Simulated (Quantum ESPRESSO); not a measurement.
## ZnSe, zinc blende: band edges under a change of volume

How fast do the gaps move when the cell is scaled evenly?

Calculated with Quantum ESPRESSO 7.5, PBEsol, GBRV 1.5 ultrasoft potentials, cutoff 680 eV, Fermi–Dirac smearing 0.02 eV, k-mesh 9×9×9, no spin polarisation, no spin-orbit coupling.

Reference cell, relaxed at zero pressure with PBEsol (F-43m): a = 3.9801 Å, b = 3.9801 Å, c = 3.9801 Å, α = 60.00°, β = 60.00°, γ = 60.00°.

```
atom       x       y       z
  Se  0.7500  0.7500  0.7500
  Zn  0.0000  0.0000  0.0000
```

Levels are read on the k-mesh and along lines from Γ to X = (0.5, 0, 0.5), L = (0.5, 0.5, 0.5), K = (0.375, 0.375, 0.75) and W = (0.5, 0.25, 0.75) in the reciprocal basis of this cell (the letters only name these points), and count from the highest filled level.

| ln(V/V0) | gap (eV) | direct gap at Γ (eV) |
| --- | --- | --- |
| −0.0619 | 1.496 | 1.496 |
| −0.0408 | 1.409 | 1.409 |
| 0.0000 | 1.244 | 1.244 |
| 0.0198 | 1.166 | 1.166 |
| 0.0392 | 1.091 | 1.091 |
| 0.0583 | 1.019 | 1.019 |

**Question.** Fit the direct gap at Γ and give it at ln(V/V0) = −0.0202, a row left out above.

A straight line through the 6 rows: the means are 0.002433 for ln(V/V0) and 1.2375 for the level, Σ(Δx)² = 0.01079 and ΣΔxΔy = −0.0429, so the slope is −0.0429/0.01079 = −3.9761 and the intercept 1.2375 − (−3.9761)(0.002433) = 1.2472.

The slope is the volume deformation potential of this gap, −3.98 eV, as a mean over the range. The line gives 1.327 eV. The run itself gives 1.325 eV, so the estimate misses by 0.002 eV; the fitted rows themselves lie up to 0.004 eV off the law.

The gap is direct at Γ in every row. Semilocal functionals give gaps that are too small, and the error differs from valley to valley, so the order of close valleys can be wrong too. Spin-orbit coupling, left out here, splits the valence top by 0.1 eV or more with such elements and lowers the gap.

[Logs are printed without paths, hosts, clocks, repeated set-up lines and the standing remarks that a program may print on its own settings, such as how far it seeks lower states.]
